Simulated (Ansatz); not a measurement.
# Quasiparticle gap of BaIBr (Pnma), part 2 of 2

Aim: the quasiparticle gap of BaIBr (Pnma), starting from r2SCAN.

Ansatz 0.2.0; r2SCAN, then G0W0 on it, plane waves, PAW. Known limits of the many-body steps: finite bands, screening cutoff and k mesh; no spin-orbit coupling in G0W0; screening cutoff under 40 eV in some runs.

So far. Step 2 (Bands along the symmetry lines): Over mesh and path the gap is 3.993 eV, direct, at k = Γ. Step 3 (One-shot GW): Over all 12 irreducible mesh points the G0W0 gap is 5.523 eV, direct, at k = Γ. The r2SCAN gap of this run on the mesh is 3.992 eV. The two states that bound the G0W0 gap lie that far apart at the start, so the correction of the gap is 5.523 − 3.992 = +1.531 eV. The start of this run differs from the step before in mesh (4×4×2 and 2×4×2).

In doubt: masses and optical values from hybrid runs of this build are listed as unsure (in some of the runs), which bears on the screening that GW takes from such a start.

**4. Spin-orbit coupling in r2SCAN**

This run has two-component orbitals with spin-orbit coupling.

This step: DFT, r2SCAN with spin-orbit coupling, plane waves, PAW.

input.yaml

```yaml
crystal:
  lattice:
    - [8.81446039, 0.0, 0.0]
    - [0.0, 5.12429103, 0.0]
    - [0.0, 0.0, 10.19167839]
  atoms:
    - { symbol: Ba, position: [0.72882454, 0.25, 0.37513703] }
    - { symbol: Ba, position: [0.27117546, 0.75, 0.62486297] }
    - { symbol: Ba, position: [0.77117546, 0.75, 0.87513703] }
    - { symbol: Ba, position: [0.22882454, 0.25, 0.12486297] }
    - { symbol: I, position: [0.47161056, 0.25, 0.83177655] }
    - { symbol: I, position: [0.52838944, 0.75, 0.16822345] }
    - { symbol: I, position: [0.02838944, 0.75, 0.33177655] }
    - { symbol: I, position: [0.97161056, 0.25, 0.66822345] }
    - { symbol: Br, position: [0.8564719, 0.25, 0.06668585] }
    - { symbol: Br, position: [0.1435281, 0.75, 0.93331415] }
    - { symbol: Br, position: [0.6435281, 0.75, 0.56668585] }
    - { symbol: Br, position: [0.3564719, 0.25, 0.43331415] }
kpoints:
  mp_grid: { grid: [4, 4, 2] }
  band_path:
    path:
      - [0.0, 0.0, 0.0]
      - [0.5, 0.0, 0.0]
      - [0.5, 0.5, 0.0]
      - [0.0, 0.5, 0.0]
      - [0.0, 0.0, 0.5]
      - [0.5, 0.0, 0.5]
      - [0.5, 0.5, 0.5]
      - [0.0, 0.5, 0.5]
    npoints: 1
hamiltonian:
  xc: r2scan
scf:
  occupations: { method: fixed }
  n_extra_bands: 16
magnetization:
  noncollinear: true
  spin_orbit: true
output:
  eigenvalues: true
  forces: true
  stress: true
```

Started as:

```
ansatz run input.yaml --threads 32 --pin off --max-ram 129024MiB --backend cuda --events-out ev --progress --plain --runs-dir out --devices 1 --max-vram 157GiB
```

Numbers of over 12 decimals in the logs are rounded to 6 here.

The program printed:

```text
[...]
GPUs: using 1 of 1 available (devices: 1).
[...]
non-collinear run that drives no moment, with spin-orbit: no starting moment large enough to seed its density (crystal.atoms[].spin), no starting occupations that ask for one, no magnetisation constraint and no magnetic field, so the semilocal B_xc is pinned to zero
[...]
GPU FFT provider: cuFFT
GPU libraries: cuBLAS 13.8.1, cuFFT 12.4.0, cuSOLVER 12.3.2
[...]
Crystal: 12 atoms, lattice volume = 460.336 Å³
Basis set: ecut = 500 eV, 11719 PW (Γ), exchange–correlation on 288×160×300 points (64 copies of the dense FFT grid, shifted against one another)
Bands: 152, of which v1, the nominal top of the filled ones, is band 136 counted from 1 (135 counted from 0)
Symmetry: 8 space group operations + 8 with time reversal
[...]
k-points: 18 of 32
Projection manifold: j_resolved (fully-relativistic pseudo-atomic orbitals)
[...]
GPU buffer pool allocated for 216000 grid points (all kernels)
[...]
SCF iter   1: F=—  HF=-65058.578825 eV  |F-HF|=—  |Δ(HF+E_count)|=         —  Δρ=3.17e-2  dr2=1.20e1  dr2_τ=1.62e-2  dr2_m=0.00e0 (ungated)  ethr=3.10e-3  |M|=0.00e0 ∫|m|=0.00e0 μB  |m|>n=0.0e0 m-floor=0.0e0 τ_xc=0.0e0  β_m=0.30  ⟨swp⟩=14.2  Hψ=7668  notcnv=0  defer=244
[...]
spin=Noncollinear: Resta preconditioning applied to the charge; magnetization (m_x, m_y, m_z) channels mix plain (no charge-response kernel on spin).
[...]
site 4: m = (+0.0000, +0.0000, +0.0000) μB, |m| = 0.0000 μB  (R = 1.52 Å)
  site 5: m = (+0.0000, +0.0000, +0.0000) μB, |m| = 0.0000 μB  (R = 1.52 Å)
  site 6: m = (+0.0000, +0.0000, +0.0000) μB, |m| = 0.0000 μB  (R = 1.52 Å)
  site 7: m = (+0.0000, +0.0000, +0.0000) μB, |m| = 0.0000 μB  (R = 1.52 Å)
  site 8: m = (+0.0000, +0.0000, +0.0000) μB, |m| = 0.0000 μB  (R = 1.36 Å)
  site 9: m = (+0.0000, +0.0000, +0.0000) μB, |m| = 0.0000 μB  (R = 1.36 Å)
  site 10: m = (+0.0000, +0.0000, +0.0000) μB, |m| = 0.0000 μB  (R = 1.36 Å)
  site 11: m = (+0.0000, +0.0000, +0.0000) μB, |m| = 0.0000 μB  (R = 1.36 Å)
Free energy (F): -65054.182944 eV
[...]
Internal energy: -65054.182944 eV  (E = F + TS)
E sigma→0 (E₀):  -65054.182944 eV
Fermi energy:    4.992368 eV
[...]
--- Forces (eV/Å), atoms counted from 1 ---
  atom   1  Ba    -0.00837571     0.00000000     0.01454574
  atom   2  Ba     0.00837571    -0.00000000    -0.01454574
  atom   3  Ba     0.00837571     0.00000000     0.01454574
  atom   4  Ba    -0.00837571     0.00000000    -0.01454574
  atom   5  I      0.00343382    -0.00000000    -0.02190373
  atom   6  I     -0.00343382     0.00000000     0.02190373
  atom   7  I     -0.00343382    -0.00000000    -0.02190373
  atom   8  I      0.00343382     0.00000000     0.02190373
  atom   9  Br     0.00673835    -0.00000000    -0.01664518
  atom  10  Br    -0.00673835     0.00000000     0.01664518
  atom  11  Br    -0.00673835     0.00000000    -0.01664518
  atom  12  Br     0.00673835     0.00000000     0.01664518
  max |Σ_I F_I| component: 3.47e-18 eV/Å
--- Stress (GPa, compression-positive) ---
       -0.251740       0.000000      -0.000000
        0.000000      -0.295410      -0.000000
       -0.000000      -0.000000      -0.304590
  P = ⅓ Tr σ = -0.2839 GPa (-2.839 kbar)
--- Band table (eV; the first three rows and the last of 18) ---
[... rows of the band table ...]
[key lines of the parts left out:]
SCF converged after 9 iterations
Magnetization: |M| = 0.0000 μB,  M = (+0.0000, +0.0000, +0.0000) μB
```

It took 4.5 s on 1 × NVIDIA GB200 with 32 threads of Arm Neoverse V2, shared host; peak memory 2.2 GiB; 35 s of CPU time.

This step gave:

| Property | Result |
| --- | --- |
| pressure | -0.2839 GPa |
| gap | 3.737 eV |
| valence top at | Γ |
| conduction bottom at | Γ |
| least direct gap | 3.737 eV |

Over mesh and listed points the gap is 3.737 eV, direct, at k = Γ. r2SCAN+SOC against r2SCAN: 3.737 − 3.993 = −0.256 eV, with the same mesh, set of files (read in its fully relativistic form for the spin-orbit run) and cutoff, and both edges at the same k points. The spin-orbit run sees mesh and listed points alone, so its gap is an upper bound: the coupling can move an edge off these points, and the change over the zone, its sign included where it is small, is not known.

**5. The runs together**

Each gap is the least one over the points named; times are wall times on shared hosts, not benchmarks. A G0W0 time includes the run's own self-consistent start. Runs with listed points see these and the mesh alone, so an edge that moves elsewhere is missed. Rows marked * are further runs, not shown as steps, whose inputs differ from the G0W0 step on the same start in the columns given; solver thresholds can differ too.

```csv
level,mesh,"files, cutoff","bands summed, screening",points,gap (eV),valence top,conduction bottom,least direct gap (eV),time
r2SCAN,4×4×2,"soft_2 PAW, 500 eV",-,mesh and path,3.993,Γ,Γ,3.993,2.9 s
r2SCAN+SOC,4×4×2,"soft_2 PAW, 500 eV",-,mesh and listed points,3.737,Γ,Γ,3.737,4.5 s
G0W0@r2SCAN*,2×4×2,"soft_2 PAW, 500 eV","293, 36 eV",all 12 irreducible mesh points,5.227,Γ,Γ,5.227,9.5 s
G0W0@r2SCAN*,2×4×2,"soft_2 PAW, 500 eV","706, 72 eV",all 12 irreducible mesh points,5.359,Γ,Γ,5.359,18 s
G0W0@r2SCAN,2×4×2,"soft_2 PAW, 500 eV","1442, 120 eV",all 12 irreducible mesh points,5.523,Γ,Γ,5.523,42 s
G0W0@r2SCAN*,2×2×2,"soft_2 PAW, 500 eV","706, 72 eV",all 8 irreducible mesh points,5.337,Γ,Γ,5.337,9.1 s
G0W0@r2SCAN*,2×4×2,"soft_2 PAW, 500 eV","706, 72 eV, plasmon pole",all 12 irreducible mesh points,5.352,Γ,Γ,5.352,18 s
```

**6. Outcome**

| Item | Value |
| --- | --- |
| r2SCAN gap over mesh and path | 3.993 eV, direct, at k = Γ |
| G0W0@r2SCAN gap over all 12 irreducible mesh points | 5.523 eV, direct, at k = Γ |
| r2SCAN+SOC gap over mesh and listed points | 3.737 eV |
| GW settings | 2×4×2 mesh, 1374 empty bands, screening to 120 eV |
| known limits | finite bands, screening cutoff and k mesh; no spin-orbit coupling in G0W0; screening cutoff under 40 eV in some runs |

Over all 12 irreducible mesh points the G0W0 gap is 5.523 eV, direct, at k = Γ. The r2SCAN gap of this run on the mesh is 3.992 eV. The two states that bound the G0W0 gap lie that far apart at the start, so the correction of the gap is 5.523 − 3.992 = +1.531 eV. The valence state moves by 3.650 − 4.736 = −1.086 eV and the conduction state by 9.173 − 8.729 = +0.444 eV, on the run's own scale; with 293 bands the edge states move by −0.418 and +0.816 eV, so the split between the edges depends on the bands and cutoff. Both edges that r2SCAN shows over mesh and path lie at k points where levels were corrected. Levels at other points were not corrected, so a lower G0W0 gap elsewhere in the zone is not ruled out. From 293 bands and 36 eV to 1442 bands and 120 eV the gap moves by 5.523 − 5.227 = +0.296 eV (rung by rung 5.227, 5.359, 5.523 eV); bands and screening cutoff rise together, so their parts are not told apart. A line in one over the bands through the two highest rungs gives 5.523 + (5.523 − 5.359) × 706 / (1442 − 706) = 5.680 eV, and through the pair below 5.359 + (5.359 − 5.227) × 293 / (706 − 293) = 5.453 eV. The two differ by 0.227 eV, not under the 0.030 eV asked, so the law does not hold well over these rungs and the limit is not known. With the 2×2×2 mesh in place of the 2×4×2 mesh and all else as in the G0W0@r2SCAN row with 706 bands, the gap differs by 5.337 − 5.359 = −0.022 eV, and that of the start by 3.989 − 3.992 = −0.003 eV. With the plasmon pole model in place of the contour deformation model and all else as in the G0W0@r2SCAN row with 706 bands, the gap differs by 5.352 − 5.359 = −0.007 eV. G0W0 on other starts in this series, not shown as steps and not all at these settings: 5.496 eV on HSE06 (2×4×2, soft_2 PAW, 706 bands, 72 eV) and 5.700 eV on PBE0 (2×4×2, soft_2 PAW, 706 bands, 72 eV). r2SCAN+SOC against r2SCAN: 3.737 − 3.993 = −0.256 eV, with the same mesh, set of files (read in its fully relativistic form for the spin-orbit run) and cutoff, and both edges at the same k points. The spin-orbit run sees mesh and listed points alone, so its gap is an upper bound: the coupling can move an edge off these points, and the change over the zone, its sign included where it is small, is not known. What spin-orbit coupling does to the G0W0 levels was not computed, so no sum with the G0W0 gap is formed. The G0W0 runs are scalar-relativistic. G0W0@r2SCAN runs of this series with other atomic data on the same mesh, not shown as steps, give 5.363 eV (hard PAW, 680 eV, 726 bands, screening to 72 eV; the table's row with the same empty bands and screening cutoff has 5.359 eV); where bands and cutoffs differ too, the part of the files is not isolated. A screening cutoff under 40 eV is crude: G0W0@r2SCAN with 293 bands at 36 eV.

[Paths, hosts, dates, memory and timing lines, banners, echoed tables and standing remarks are left out of the program output.]

[Logs are printed without paths, hosts, clocks, repeated set-up lines and the standing remarks that a program may print on its own settings, such as how far it seeks lower states.]

[Runs of the session that timed out or met a known fault of the program may be left out.]

[Cells called generated may have been cut or substituted from an entry of the Crystallography Open Database or the Materials Project.]

[Hosts, paths, dates, database ids (printed as entryN), source tags and the programs' standing remarks are cut or masked in the printed files.]

[Where an RPA ε∞ is given, it is that of the G0W0 mesh and is not shown converged in it. Names of k-points follow the symmetry that the program found, which can be lower than the space group named. Band edges on a path are those of the sampled points; other points can move an edge, and change direct to indirect where valleys lie close.]

[Hybrid gaps are those of their k-mesh and are not shown converged in it.]
